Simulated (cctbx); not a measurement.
# Solving a structure by charge flipping

Cell a = 4.9090 Å, b = 4.9090 Å, c = 11.8310 Å, α = 90.00°, β = 90.00°, γ = 90.00°; space group I4/mmm (no. 139); content Pb4 Gd2 Zr4.

Simulated single-crystal data (cctbx): Mo Kα, λ = 0.71073 Å, to d = 0.6 Å, 80 % of the full sphere, strongest reflection 70000 counts, noise from counting, a 4 % proportional error and a noise floor of 2 counts (s.d.); no absorption, and some extinction, which the refinements don't model.

1 earlier start (other random phases, and plain and normalised amplitudes in turn) led nowhere (symmetry correlation 0.95).

Charge flipping in P1 on normalised amplitudes to 0.9 Å, δ = 1 σ, 10 % of the reflections treated as weak, 600 cycles:

```text
cycle      R  skewness
    0  0.583     0.26
   50  0.420     3.19
  100  0.434     3.23
  150  0.413     3.16
  200  0.416     3.25
  250  0.426     3.06
  300  0.409     2.97
  350  0.422     2.96
  400  0.423     3.13
  450  0.426     3.23
  500  0.427     3.23
  550  0.407     3.00
origin shift          correlation  skewness
 0.187  0.595  0.231      0.942      6.08
 0.187  0.597  0.481      0.932      4.39
 0.185  0.098  0.481      0.932      4.68
 0.184  0.099  0.231      0.931      4.48
taken: symmetry correlation 0.942, skewness 6.08
peak      x       y       z  mult  height/sigma
Q1    0.0000  0.0000  0.0000    2     18.4
Q2    0.0000  0.5000  0.2500    4      9.1
Q3    0.0000  0.0000  0.5000    2      7.6
Q4    0.0000  0.0000  0.3687    4      4.0
Q5    0.0000  0.5000  0.1279    8      1.6
Q6    0.1385  0.2899  0.2103   32      1.3
Q7    0.0000  0.2458  0.2572   16      1.1
Q8    0.1566  0.1566  0.3371   16      1.1
```

The origin is taken among those within 0.04 of the best correlation, by the skewness of the map.

Run time: 0.41 s on 1 thread of Arm Neoverse V2 (shared host), peak memory 0.07 GiB.

Q: Assign the peaks.

Heights follow Z only loosely here, so the multiplicities, which must add up to the content, decide. First model: Q1 = Gd1 (2 in the cell, height 18.4), Q2 = Pb1 (4 in the cell, height 9.1) and Q4 = Zr1 (4 in the cell, height 4.0). Against the true structure, Q1 is Gd, Q2 is Pb and Q4 is Zr; the other peaks are not atoms.

Least squares on F², isotropic:

```text
Rint 0.033, 239 unique reflections to 0.60 A
cycle     R1     wR2    GooF  max shift (A)
   1  0.0921  0.1947  10.795   0.01654
   2  0.0109  0.0201   1.117   0.00000
final R1 0.0109 wR2 0.0201 GooF 1.117  parameters 4  data/parameter 59.8
atom        x        y        z      Ueq    occ   su(xyz)  su(Uiso or U11)
Gd1    0.00000  0.00000  0.00000   0.0140  1.000  0.00000  0.0001
Pb1    0.00000  0.50000  0.25000   0.0138  1.000  0.00000  0.0000
Zr1    0.00000  0.00000  0.36730   0.0136  1.000  0.00003  0.0001
difference map: max 0.64 min -3.61 rms 0.31
Q1    0.1485  0.3401  0.1096   32    0.65  1.92 A from Zr1
Q2    0.0000  0.2829  0.0534   16    0.64  1.53 A from Gd1
Q3    0.0000  0.2906  0.4376   16    0.52  1.65 A from Zr1
Q4    0.1812  0.1812  0.1782   16    0.49  1.99 A from Pb1
Q5    0.2302  0.2302  0.0664   16    0.48  1.78 A from Gd1
```

Anisotropic refinement:

```text
Rint 0.033, 239 unique reflections to 0.60 A
cycle     R1     wR2    GooF  max shift (A)
   1  0.0111  0.0204   1.136   0.00002
   2  0.0110  0.0201   1.123   0.00000
final R1 0.0110 wR2 0.0201 GooF 1.123  parameters 7  data/parameter 34.1
atom        x        y        z      Ueq    occ   su(xyz)  su(Uiso or U11)
Gd1    0.00000  0.00000  0.00000   0.0140  1.000  0.00000  0.0001
Pb1    0.00000  0.50000  0.25000   0.0138  1.000  0.00000  0.0001
Zr1    0.00000  0.00000  0.36730   0.0136  1.000  0.00003  0.0001
difference map: max 0.63 min -3.61 rms 0.31
Q1    0.1484  0.3402  0.1096   32    0.65  1.92 A from Zr1
Q2    0.0000  0.2831  0.0535   16    0.64  1.53 A from Gd1
Q3    0.0000  0.2906  0.4375   16    0.52  1.65 A from Zr1
Q4    0.1810  0.1810  0.1779   16    0.49  1.99 A from Pb1
Q5    0.2304  0.2304  0.0663   16    0.48  1.78 A from Gd1
Q6    0.1535  0.1535  0.0327   16    0.48  1.13 A from Gd1
```

**Reading.** The refinement ends at R1 = 0.0110, wR2 = 0.0201, GooF = 1.12, with difference density between -3.61 and 0.63 e/Å³. Every site matches the true model in element, within 0.001 Å r.m.s., up to an allowed shift of origin.

True model:

| atom | mult. | x | y | z | Ueq (Å²) |
| --- | --- | --- | --- | --- | --- |
| Pb1 | 4 | 0 | 1/2 | 1/4 | 0.0140 |
| Gd1 | 2 | 0 | 0 | 0 | 0.0143 |
| Zr1 | 4 | 0 | 0 | 0.3673 | 0.0137 |

This is a model crystal, built by substitution and not relaxed, with assumed displacement parameters.

[Middle refinement cycles are left out of these outputs.]

[Logs are printed without paths, hosts, clocks, repeated set-up lines and the standing remarks that a program may print on its own settings, such as how far it seeks lower states.]
